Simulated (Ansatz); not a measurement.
# Ca2H2IF: complex band structure, part 2 of 4

Wanted: the relaxed cell of Ca2H2IF, its band edges and its decay constants. It is built by putting F for part of the I in the CaHI structure of space group P4/nmm, with the volume rescaled by atomic radii. The parent structure comes from the Materials Project.

Ansatz 0.2.0; PBEsol DFT, plane waves, PAW files (the session's first sound run).

So far. Step 2 (Relaxing the new crystal): The largest force component on a free atom ends at 8.3e-4 eV/Å.

The structure was built from a prototype and need not be the compound's stable phase.

### Step 3. The bulk crystal and its band edges

The energy window and the wavevectors of the next steps follow from the band edges, so these are searched first, off the mesh as well.

File input.yaml:

```yaml
crystal:
  lattice:
    - [3.7060322465, 0.0, 0.0]
    - [0.0, 3.7060322465, 0.0]
    - [0.0, 0.0, 7.56579099]
  atoms:
    - { symbol: Ca, position: [0.0, 0.5, 0.203503787] }
    - { symbol: Ca, position: [0.5, 0.0, 0.8689379171] }
    - { symbol: H, position: [0.5, 0.5, 0.0168497834] }
    - { symbol: H, position: [0.0, 0.0, 0.0168497834] }
    - { symbol: I, position: [0.0, 0.5, 0.6317887919] }
    - { symbol: F, position: [0.5, 0.0, 0.2620699372] }
kpoints:
  mp_grid: { grid: [6, 6, 4] }
  band_path: { path: [VBM, CBM], npoints: 30 }
scf:
  occupations: { method: fixed }
hamiltonian:
  xc: pbesol
output:
  eigenvalues: true
  write_potential: true
  write_density: true
  volumetric_format: npy
```

On the command line:

```bash
$ ansatz run input.yaml --threads 2 --pin off --max-ram 4096MiB --backend cpu --events-out ev --progress --plain --runs-dir out
```

Numbers of over 12 decimals in the logs are rounded to 6 here.

What it wrote:

```text
[...]
Crystal: 6 atoms, lattice volume = 103.914 Å³
Basis set: ecut = 420 eV, 2049 PW (Γ)
Bands: 29, of which v1, the nominal top of the filled ones, is band 23 counted from 1 (22 counted from 0)
Symmetry: 8 space group operations
[...]
k-points: 30 of 144 (time reversal used)
[...]
SCF iter   1: F=—  HF=-11858.111501 eV  |F-HF|=—  |Δ(HF+E_count)|=         —  Δρ=8.08e-3  dr2=5.00e-2  ethr=1.77e-3  ⟨swp⟩=5.9  Hψ=3781  notcnv=0  defer=115
[...]
SCF iter   7: F=-11858.097182 eV  HF=-11858.097182 eV  |F-HF|=2.09e-8  |Δ(HF+E_count)|=   2.07e-7  Δρ=4.54e-6  dr2=2.42e-8  ethr=2.17e-10  ⟨swp⟩=14.0  Hψ=5260  notcnv=0
SCF 1 converged in 7 iterations: F = -11858.097182 eV  dr2 = 2.42e-8
[...]
NSCF: frozen V_eff on 40 k-points
[...]
SCF converged after 7 iterations
Free energy (F): -11858.097182 eV
[...]
Internal energy: -11858.097182 eV  (E = F + TS)
E sigma→0 (E₀):  -11858.097182 eV
Fermi energy:    6.018011 eV
[...]
--- Band table (eV; the first three rows and the last of 30) ---
  k-point 0: bands = [... 19 lower, 3.8335, 5.3511, 5.6364, 5.6364, 9.6611, 9.8242, 11.0029, 11.0029, ... 2 higher]
  k-point 1: bands = [... 19 lower, 4.4909, 5.3545, 5.6392, 5.6392, 9.4594, 9.7400, 10.8651, 10.9285, ... 2 higher]
  k-point 2: bands = [... 19 lower, 4.9185, 5.3582, 5.6420, 5.6420, 9.1794, 9.6650, 10.7705, 10.8643, ... 2 higher]
  k-point 29: bands = [... 19 lower, 3.0042, 3.9657, 4.6733, 4.6733, 9.8547, 9.9402, 10.7864, 11.0060, ... 2 higher]
```

Elapsed: 31 s, on 2 threads of AMD EPYC 7R43, shared host; peak memory 0.41 GiB.

Numbers from this step:

- Fermi energy: 6.018 eV
- gap on the k-mesh: 2.973 eV
- gap on path: 2.973 eV, by band count; negative where bands overlap
- direct gap on path: 4.008 eV
- edge places on path: 0, 0.8477 1/A along the path

Electronic bands along the path, in eV, zero at the Fermi level (highest filled level under fixed occupations); v1 is the highest filled band, c1 the lowest empty one:

```
  point     v4     v3     v2     v1    c1    c2    c3    c4
    VBM  -2.39  -1.27  -1.27   0.00  4.01  4.53  4.88  5.08
halfway  -2.20  -1.81  -1.36  -1.25  3.42  4.06  5.26  5.28
    CBM  -3.01  -1.90  -1.37  -1.37  2.97  3.46  5.11  5.11
```

The searched edges give 2.97 eV, as on the mesh.

### Step 4. Complex bands, plane (100), k-mesh 6×4×6

This step: PBEsol DFT, plane waves, PAW files; complex bands by layer matching along the plane's normal (Ansatz 0.2.0).

The same crystal is laid in a cell whose first two vectors span the (100) plane (indices of the standard conventional cell, whose axes can be ordered otherwise than in the bulk input). At fixed energy and wavevector in the plane the solver finds all kz, real and complex. A few wavevectors are listed, (0, 0) and (-0.5, 0) in units of the plane's reciprocal vectors; the slowest state needn't be among them.

File input.yaml:

```yaml
crystal:
  lattice:
    - [3.706032246, 0.0, 0.0]
    - [0.0, 7.56579099, 0.0]
    - [0.0, 0.0, 3.706032246]
  atoms:
    - { symbol: Ca, position: [0.5, 0.203503787, 0.0] }
    - { symbol: Ca, position: [0.0, 0.8689379171, 0.5] }
    - { symbol: H, position: [0.5, 0.0168497834, 0.5] }
    - { symbol: H, position: [0.0, 0.0168497834, 0.0] }
    - { symbol: I, position: [0.5, 0.6317887919, 0.0] }
    - { symbol: F, position: [0.0, 0.2620699372, 0.5] }
kpoints:
  mp_grid: { grid: [6, 4, 6] }
scf:
  occupations: { method: fixed }
hamiltonian:
  xc: pbesol
output:
  eigenvalues: true
  transmission:
    leads: [[0, 0]]
    kpoints: [[0.0, 0.0], [-0.5, 0.0]]
    e_range: [-1.0, 3.97]
    de: 0.1
```

What it wrote:

```text
[...]
Crystal: 6 atoms, lattice volume = 103.914 Å³
Basis set: ecut = 420 eV, 2049 PW (Γ)
Bands: 29, of which v1, the nominal top of the filled ones, is band 23 counted from 1 (22 counted from 0)
Symmetry: 8 space group operations
[...]
k-points: 30 of 144 (time reversal used)
[...]
SCF iter   1: F=—  HF=-11858.111480 eV  |F-HF|=—  |Δ(HF+E_count)|=         —  Δρ=8.08e-3  dr2=4.99e-2  ethr=1.77e-3  ⟨swp⟩=6.0  Hψ=3778  notcnv=0  defer=115
[...]
SCF iter   7: F=-11858.097182 eV  HF=-11858.097182 eV  |F-HF|=1.76e-8  |Δ(HF+E_count)|=   2.02e-7  Δρ=4.42e-6  dr2=2.26e-8  ethr=2.17e-10  ⟨swp⟩=13.8  Hψ=5198  notcnv=0
SCF 1 converged in 7 iterations: F = -11858.097182 eV  dr2 = 2.26e-8
[...]
transmission: 7 of 14 steps passed
transmission: 14 of 14 steps passed
SCF converged after 7 iterations
Free energy (F): -11858.097182 eV
[...]
Internal energy: -11858.097182 eV  (E = F + TS)
E sigma→0 (E₀):  -11858.097182 eV
Fermi energy:    6.018004 eV
[...]
--- Band table (eV; the first three rows and the last of 30) ---
  k-point 0: bands = [... 19 lower, 3.8335, 5.3511, 5.6364, 5.6364, 9.6611, 9.8242, 11.0029, 11.0029, ... 2 higher]
  k-point 1: bands = [... 19 lower, 3.9289, 4.6630, 5.3585, 5.7273, 9.7706, 10.1505, 10.6843, 10.8939, ... 2 higher]
  k-point 2: bands = [... 19 lower, 3.6272, 4.5380, 5.0640, 5.9182, 9.9313, 10.4021, 10.7955, 11.0368, ... 2 higher]
  k-point 29: bands = [... 19 lower, 3.0042, 3.9657, 4.6733, 4.6733, 9.8547, 9.9402, 10.7864, 11.0060, ... 2 higher]
--- Transmission ---
  basis      : 249 plane waves across, 7 finite elements along
  points     : 2, as listed
  energies   : 50 from -1.000000 to 3.900000 eV about the Fermi level, 0.100000 eV apart; the leads are filled to 1.486495 eV, and channels, transmission and decay are at 1.500000 eV
  crystal 0  : Ca2H2I1F1, at the sites [0, 0], period 3.7060 Å: whole cells are its period
    offset         : up to 0.0000 Å between an atom of the period and one for which it stands
    channels       : 0.000000e0 a spin
    conductance    : none, the energies end too early or step too widely for 300 K: set another output.transmission.e_range or a lower de, or, where they end at an eighth of basis.ecutwfc, a higher one
    slowest decay  : 0.2460 /Å at (-0.5000, 0.0000)
```

The job ended after 88 s (2 threads; peak memory 0.73 GiB; 2.3 min of CPU time).

This step gave:

```yaml
level_to_which_the_leads_are_filled: 1.486 eV from the Fermi level
decay_constant_at_the_filling_level_zone_centre: 0.2502 Å⁻¹
decay_constant_at_the_filling_level_slowest_listed_point: 0.246 Å⁻¹
```

K parallel (0, 0); values up to 1.5 1/Å, a degenerate pair printed once or twice; energies at which all values exceed this have no row. Table of Im kz of the slowest decaying states by energy, zero at the highest filled level on the SCF mesh:

```
energy (eV)  decay 1 (Å⁻¹)  decay 2 (Å⁻¹)  decay 3 (Å⁻¹)  decay 4 (Å⁻¹)
    -1.0000          0.470          0.563          0.617          0.702
    -0.8000          0.506          0.523          0.569          0.685
    -0.5000          0.299          0.347          0.672          0.734
    -0.3000         0.0749          0.419          0.696          0.725
     0.0000        0.00469          0.148          0.474          0.712
     0.2000          0.175          0.350          0.495          0.702
     0.5000          0.204          0.509          0.516          0.688
     0.7000          0.218          0.524          0.581          0.677
     1.0000          0.234          0.530          0.660          0.695
     1.2000          0.242          0.530          0.648          0.723
     1.5000          0.250          0.527          0.627          0.697
     1.7000          0.253          0.521          0.611          0.681
     2.0000          0.255          0.509          0.585          0.656
     2.2000          0.254          0.499          0.565          0.639
     2.5000          0.250          0.478          0.532          0.611
     2.7000          0.244          0.461          0.507          0.591
     3.0000          0.228          0.428          0.464          0.539
     3.2000          0.211          0.399          0.431          0.475
     3.5000          0.156          0.330          0.341          0.385
     3.7000          0.155          0.284          0.347          0.444
```

K parallel (-0.5, 0); values up to 1.5 1/Å, a degenerate pair printed once or twice; energies at which all values exceed this have no row. Table of Im kz of the slowest decaying states by energy, zero at the highest filled level on the SCF mesh:

```
energy (eV)  decay 1 (Å⁻¹)  decay 2 (Å⁻¹)  decay 3 (Å⁻¹)  decay 4 (Å⁻¹)
      -1.00          0.350          0.493          0.557          0.896
      -0.80          0.381          0.545          0.601          0.917
      -0.60          0.401          0.572          0.628          0.936
      -0.40          0.414          0.586          0.646          0.952
      -0.20          0.424          0.593          0.658          0.951
       0.00         0.0015          0.429          0.595          0.665
       0.20          0.107          0.432          0.593          0.669
       0.40          0.148          0.432          0.588          0.671
       0.60          0.176          0.431          0.580          0.670
       0.80          0.198          0.427          0.570          0.667
       1.00          0.215          0.421          0.558          0.663
       1.20          0.230          0.413          0.543          0.656
       1.40          0.241          0.404          0.527          0.649
       1.50          0.246          0.398          0.517          0.644
       1.70          0.254          0.386          0.497          0.634
       1.90          0.261          0.371          0.473          0.622
       2.10          0.266          0.354          0.446          0.609
       2.30          0.270          0.334          0.415          0.593
       2.50          0.272          0.310          0.376          0.576
       2.70          0.273          0.283          0.327          0.556
       2.90          0.247          0.249          0.273          0.533
       3.10          0.205          0.271          0.339          0.506
       3.30          0.140          0.268          0.355          0.475
       3.50          0.263          0.357          0.435          0.658
       3.70          0.257          0.351          0.383          0.621
       3.90          0.249          0.296          0.339          0.580
```

At the listed wavevectors the last open channel is at -0.10 eV and the next at +3.00 eV on the grid. At +1.50 eV, the grid energy nearest the filling level (the middle of the gap on the SCF mesh), the slowest state at the listed wavevectors decays with κ = 0.246 Å⁻¹, its amplitude falling by e over 4.1 Å. Through 1 nm of this crystal that state's transmission falls by exp(−2 × 0.246 Å⁻¹ × 10 Å) = 0.0073.

### Step 5. Decay over the two-dimensional zone

The listed points could miss the slowest state, so one energy near mid-gap is solved on a mesh of 12×4.

input.yaml, as its differences from that of step 4:

```diff
@@ -20,6 +20,2 @@
   eigenvalues: true
-  transmission:
-    leads: [[0, 0]]
-    kpoints: [[0.0, 0.0], [-0.5, 0.0]]
-    e_range: [-1.0, 3.97]
-    de: 0.1
+  transmission: { leads: [[0, 0]], kmesh: [12, 4], e_range: [1.49, 1.5], de: 0.05 }
```

What it wrote:

```text
[...]
Crystal: 6 atoms, lattice volume = 103.914 Å³
Basis set: ecut = 420 eV, 2049 PW (Γ)
Bands: 29, of which v1, the nominal top of the filled ones, is band 23 counted from 1 (22 counted from 0)
Symmetry: 8 space group operations
[...]
k-points: 30 of 144 (time reversal used)
[...]
SCF iter   1: F=—  HF=-11858.111480 eV  |F-HF|=—  |Δ(HF+E_count)|=         —  Δρ=8.08e-3  dr2=4.99e-2  ethr=1.77e-3  ⟨swp⟩=6.0  Hψ=3778  notcnv=0  defer=115
[...]
SCF iter   7: F=-11858.097182 eV  HF=-11858.097182 eV  |F-HF|=1.76e-8  |Δ(HF+E_count)|=   2.02e-7  Δρ=4.42e-6  dr2=2.26e-8  ethr=2.17e-10  ⟨swp⟩=13.8  Hψ=5198  notcnv=0
SCF 1 converged in 7 iterations: F = -11858.097182 eV  dr2 = 2.26e-8
[...]
transmission: 20 of 105 steps passed
transmission: 40 of 105 steps passed
[...]
transmission: 105 of 105 steps passed
SCF converged after 7 iterations
Free energy (F): -11858.097182 eV
[...]
Internal energy: -11858.097182 eV  (E = F + TS)
E sigma→0 (E₀):  -11858.097182 eV
Fermi energy:    6.018004 eV
[...]
--- Band table (eV; the first three rows and the last of 30) ---
  k-point 0: bands = [... 19 lower, 3.8335, 5.3511, 5.6364, 5.6364, 9.6611, 9.8242, 11.0029, 11.0029, ... 2 higher]
  k-point 1: bands = [... 19 lower, 3.9289, 4.6630, 5.3585, 5.7273, 9.7706, 10.1505, 10.6843, 10.8939, ... 2 higher]
  k-point 2: bands = [... 19 lower, 3.6272, 4.5380, 5.0640, 5.9182, 9.9313, 10.4021, 10.7955, 11.0368, ... 2 higher]
  k-point 29: bands = [... 19 lower, 3.0042, 3.9657, 4.6733, 4.6733, 9.8547, 9.9402, 10.7864, 11.0060, ... 2 higher]
--- Transmission ---
  basis      : 249 plane waves across, 5 finite elements along
  points     : 21, standing for a mesh of 12 x 4
  energies   : 1 from 1.490000 to 1.490000 eV about the Fermi level; the leads are filled to 1.486495 eV, and channels, transmission and decay are at 1.490000 eV
  crystal 0  : Ca2H2I1F1, at the sites [0, 0], period 3.7060 Å: whole cells are its period
[...]
channels       : 0.000000e0 a spin
    conductance    : none, crystal 0 has no channel at the energies, or these end too early or step too widely for 300 K: set another output.transmission.e_range or a lower de, or, where they end at an eighth of basis.ecutwfc, a higher one
    slowest decay  : 0.2380 /Å at (0.2500, 0.0000)
```

Wall time 48 s (2 threads); peak memory 0.77 GiB.

This step gave:

| Property | Result |
| --- | --- |
| least decay constant on the mesh | 0.238 Å⁻¹ |

Slowest decay constant (1/Å; 0 where a channel is open) over k1 and k2. At 1.4900 eV from the Fermi level.

Values, 4 rows by 12 columns:
```
0.246 0.244 0.241 0.239 0.242 0.246 0.247 0.246 0.242 0.239 0.241 0.244
0.245 0.243 0.239 0.238 0.241 0.247 0.250 0.247 0.241 0.238 0.239 0.243
0.246 0.244 0.241 0.239 0.242 0.246 0.247 0.246 0.242 0.239 0.241 0.244
0.247 0.245 0.242 0.241 0.241 0.242 0.243 0.242 0.241 0.241 0.242 0.245
```
Columns: k1 (b1) from -0.5 to 0.417; rows upwards: k2 (b2) from -0.5 to 0.25.

The least value on the mesh is 0.238 Å⁻¹ at +1.49 eV. At that energy the listed points give about 0.245 Å⁻¹ by interpolation, so the mesh holds no clearly slower state.

(Continued in part 3 of 4.)

[Logs are printed without paths, hosts, clocks, repeated set-up lines and the standing remarks that a program may print on its own settings, such as how far it seeks lower states.]

[Hosts, paths, dates, database ids (printed as entryN), source tags and the programs' standing remarks are cut or masked in the printed files.]
